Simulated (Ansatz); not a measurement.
# Changed inputs in constrained RPA: MnTlCl3 (Pm-3m), part 2 of 2

Wanted: the sensitivity and cost of U and J for MnTlCl3 (Pm-3m).

Ansatz 0.2.0; constrained RPA on LDA, plane waves, PAW.

So far. Step 2 (Base: Mn d, bands v3 to c2, 4×4×4 mesh, medium accuracy): On the Mn d shell, screening brings the on-site interaction from 18.5 eV down to U = 4.29 eV. Step 3 (Changed: 2×2×2 mesh): On the Mn d shell, screening brings the on-site interaction from 19.0 eV down to U = 4.75 eV.

## (6) Changed: volume +3 %

The cell differs from the one that the last finished run ended in (a 5.069 → 5.119 Å, b 5.069 → 5.119 Å, c 5.069 → 5.119 Å).

File input.yaml:

```yaml
crystal:
  lattice:
    - [-5.1194670861, 0.0, 0.0]
    - [0.0, -5.1194670861, 0.0]
    - [0.0, 0.0, 5.1194670861]
  atoms:
    - { symbol: Mn, position: [0.5, 0.5, 0.5] }
    - { symbol: Tl, position: [0.0, 0.0, 0.0] }
    - { symbol: Cl, position: [0.0, 0.5, 0.5] }
    - { symbol: Cl, position: [0.5, 0.5, 0.0] }
    - { symbol: Cl, position: [0.5, 0.0, 0.5] }
kpoints:
  mp_grid: { grid: [4, 4, 4] }
hamiltonian:
  xc: lda
scf:
  occupations: { method: gaussian, width: 0.08 }
  n_extra_bands: 19
  max_iter: 150
output:
  crpa:
    kmesh: [4, 4, 4]
    target_bands: [v3, c2]
    projections: [{ species: Mn, l: d, shell: 3 }]
  local_orbitals:
    kmesh: [8, 8, 8]
    orbitals: [{ species: Mn, l: d, shell: 3 }]
    window: { bands: [v3, c2] }
    seedname: lo
```

Launch:

```sh
$ ansatz run input.yaml --threads 4 --pin off --max-ram 9216MiB --backend cpu --events-out ev --progress --plain --runs-dir out
```

Numbers of over 12 decimals in the logs are rounded to 6 here.

Log:

```text
[...]
Crystal: 5 atoms, lattice volume = 134.176 Å³
Basis set: ecut = 420 eV, 2601 PW (Γ)
Bands: 44, of which v1, the nominal top of the filled ones, is band 25 counted from 1 (24 counted from 0)
Symmetry: 48 space group operations
[...]
k-points: 10 of 64
[...]
χ-basis size per q: N_G = 461..500
[...]
screened: U = 4.3344 eV, U' = 3.3489 eV, J = 0.4884 eV
      screened d-shell averages: U_bar = F0 = 3.5460 eV, J_bar = 0.6855 eV
      screened, to within: U = 5.9e-3 eV, U' = 5.9e-3 eV, J = 7.3e-4 eV
      screened d-shell averages, to within: U_bar = 4.7e-3 eV, J_bar = 1.1e-3 eV
      bare: V = 18.5972 eV, V' = 17.3211 eV, J = 0.6208 eV
      bare d-shell averages: V_bar = F0 = 17.5763 eV, J_bar = 0.8760 eV
[...]
[key lines of the parts left out:]
SCF converged after 9 iterations
Free energy (F): -18121.254621 eV
Fermi energy:    4.825253 eV
```

Run time: 3.6 min. Hardware: 4 threads of Arm Neoverse V1, shared host; peak memory 0.89 GiB; 13 min of CPU time.

Numbers from this step:

```
U                                                 : 4.334 eV
U prime (inter-orbital)                           : 3.349 eV
J                                                 : 0.4884 eV
bare V                                            : 18.60 eV
bare J                                            : 0.6208 eV
stated bound on U                                 : 0.005858 eV
U over bare V                                     : 0.2331
electrons in the window                           : 5.000
head of the constrained inverse dielectric matrix : 0.2555
least eigenvalue of the projection's overlap      : 0.6890
target functions                                  : 5
bands in the sums                                 : 54
r.m.s. miss of the model bands                    : 7.76e-5 eV
width of the target bands                         : 2.086 eV
weight of the projected orbitals in the window    : 0.8786
```

On the Mn d shell, screening brings the on-site interaction from 18.6 eV down to U = 4.33 eV.

## (7) Changed: volume +6 %

The cell differs from the one that the last finished run ended in (a 5.119 → 5.169 Å, b 5.119 → 5.169 Å, c 5.119 → 5.169 Å).

Edit input.yaml of step 6 so:

```diff
@@ -2,5 +2,5 @@
   lattice:
-    - [-5.1194670861, 0.0, 0.0]
-    - [0.0, -5.1194670861, 0.0]
-    - [0.0, 0.0, 5.1194670861]
+    - [-5.1686957512, 0.0, 0.0]
+    - [0.0, -5.1686957512, 0.0]
+    - [0.0, 0.0, 5.1686957512]
   atoms:
```

Log:

```text
[...]
Crystal: 5 atoms, lattice volume = 138.084 Å³
Basis set: ecut = 420 eV, 2721 PW (Γ)
Bands: 44, of which v1, the nominal top of the filled ones, is band 25 counted from 1 (24 counted from 0)
Symmetry: 48 space group operations
[...]
k-points: 10 of 64
[...]
χ-basis size per q: N_G = 480..507
[...]
screened: U = 4.3746 eV, U' = 3.3828 eV, J = 0.4916 eV
      screened d-shell averages: U_bar = F0 = 3.5812 eV, J_bar = 0.6900 eV
      screened, to within: U = 7.8e-3 eV, U' = 7.8e-3 eV, J = 7.6e-4 eV
      screened d-shell averages, to within: U_bar = 6.5e-3 eV, J_bar = 1.1e-3 eV
      bare: V = 18.6844 eV, V' = 17.4010 eV, J = 0.6248 eV
      bare d-shell averages: V_bar = F0 = 17.6577 eV, J_bar = 0.8814 eV
[...]
[key lines of the parts left out:]
SCF converged after 9 iterations
Free energy (F): -18121.006378 eV
Fermi energy:    4.502157 eV
```

Wall time 3.4 min (4 threads); peak memory 0.91 GiB.

Numbers from this step:

| Property | Result |
| --- | --- |
| U | 4.375 eV |
| U prime (inter-orbital) | 3.383 eV |
| J | 0.4916 eV |
| bare V | 18.68 eV |
| bare J | 0.6248 eV |
| stated bound on U | 0.007710 eV |
| U over bare V | 0.2341 |
| electrons in the window | 5.000 |
| head of the constrained inverse dielectric matrix | 0.2603 |
| least eigenvalue of the projection's overlap | 0.6938 |
| target functions | 5 |
| bands in the sums | 54 |
| r.m.s. miss of the model bands | 7.10e-5 eV |
| width of the target bands | 1.970 eV |
| weight of the projected orbitals in the window | 0.8821 |

On the Mn d shell, screening brings the on-site interaction from 18.7 eV down to U = 4.37 eV.

## (8) Changed: potentials

Edit input.yaml of step 7 so:

```diff
@@ -2,5 +2,5 @@
   lattice:
-    - [-5.1686957512, 0.0, 0.0]
-    - [0.0, -5.1686957512, 0.0]
-    - [0.0, 0.0, 5.1686957512]
+    - [-5.069273, 0.0, 0.0]
+    - [0.0, -5.069273, 0.0]
+    - [0.0, 0.0, 5.069273]
   atoms:
@@ -15,2 +15,3 @@
   xc: lda
+  pseudopotentials: { kind: paw, source: ansatz }
 scf:
@@ -24,6 +25 @@
     projections: [{ species: Mn, l: d, shell: 3 }]
-  local_orbitals:
-    kmesh: [8, 8, 8]
-    orbitals: [{ species: Mn, l: d, shell: 3 }]
-    window: { bands: [v3, c2] }
-    seedname: lo
```

Log:

```text
[...]
Crystal: 5 atoms, lattice volume = 130.268 Å³
Basis set: ecut = 720 eV, 5743 PW (Γ)
Bands: 48, of which v1, the nominal top of the filled ones, is band 29 counted from 1 (28 counted from 0)
Symmetry: 48 space group operations
[...]
k-points: 10 of 64
[...]
χ-basis size per q: N_G = 460..480
[...]
screened: U = 4.2847 eV, U' = 3.3087 eV, J = 0.4836 eV
      screened d-shell averages: U_bar = F0 = 3.5039 eV, J_bar = 0.6788 eV
      screened, to within: U = 1.9e-2 eV, U' = 1.9e-2 eV, J = 7.6e-4 eV
      screened d-shell averages, to within: U_bar = 1.8e-2 eV, J_bar = 1.1e-3 eV
      bare: V = 18.4968 eV, V' = 17.2288 eV, J = 0.6164 eV
      bare d-shell averages: V_bar = F0 = 17.4824 eV, J_bar = 0.8700 eV
[...]
[key lines of the parts left out:]
SCF converged after 10 iterations
Free energy (F): -21225.971635 eV
Fermi energy:    5.755267 eV
```

Run time: 6.5 min. Hardware: 4 threads; peak memory 1.5 GiB; 25 min of CPU time.

This step gave:

```
U                                                 : 4.285 eV
U prime (inter-orbital)                           : 3.309 eV
J                                                 : 0.4836 eV
bare V                                            : 18.50 eV
bare J                                            : 0.6164 eV
stated bound on U                                 : 0.01855 eV
U over bare V                                     : 0.2316
electrons in the window                           : 5.000
head of the constrained inverse dielectric matrix : 0.2504
least eigenvalue of the projection's overlap      : 0.7015
target functions                                  : 5
bands in the sums                                 : 62
width of the target bands                         : 2.212 eV
weight of the projected orbitals in the window    : 0.8801
```

On the Mn d shell, screening brings the on-site interaction from 18.5 eV down to U = 4.28 eV.

## (9) Side by side

Times are wall times on 4 threads of Arm Neoverse V1, shared host, good to a factor of about two.

| run | bare V (eV) | U (eV) | J (eV) | bound on U (eV) | width (eV) | time |
| --- | --- | --- | --- | --- | --- | --- |
| target window | 18.50 | 4.287 | 0.485 | 0.0077 | 2.21 | 3.6 min |
| 2×2×2 mesh | 18.95 | 4.748 | 0.499 | 0.0163 | 2.21 | 18 s |
| volume +3 % | 18.60 | 4.334 | 0.488 | 0.0059 | 2.09 | 3.6 min |
| volume +6 % | 18.68 | 4.375 | 0.492 | 0.0077 | 1.97 | 3.4 min |
| potentials | 18.50 | 4.285 | 0.484 | 0.0186 | 2.21 | 6.5 min |

## (10) Results

```
target window : U 4.29 eV, J 0.48 eV
2×2×2 mesh    : U 4.75 eV, J 0.50 eV
volume +3 %   : U 4.33 eV, J 0.49 eV
volume +6 %   : U 4.37 eV, J 0.49 eV
potentials    : U 4.28 eV, J 0.48 eV
```

2×2×2 mesh moves U by +0.46 eV at 0.085 times the time. Volume +3 % moves U by +0.05 eV. Volume +6 % moves U by +0.09 eV. Potentials moves U by −0.002 eV (within the solver's bounds, for the mean over orbitals). The printed bound covers the solver alone, not the mesh, and no denser mesh than the base was run. The parent state is non-magnetic and the interaction static (zero frequency); U depends on the window and the orbitals, so it belongs to this model alone. Spin-orbit coupling, which is strong for atoms this heavy, is left out.

[Paths, hosts, dates, memory and timing lines, banners, echoed tables and standing remarks are left out of the program output.]

[Logs are printed without paths, hosts, clocks, repeated set-up lines and the standing remarks that a program may print on its own settings, such as how far it seeks lower states.]

[Runs of the session that timed out or met a known fault of the program may be left out.]

[Hosts, paths, dates, database ids (printed as entryN), source tags and the programs' standing remarks are cut or masked in the printed files.]
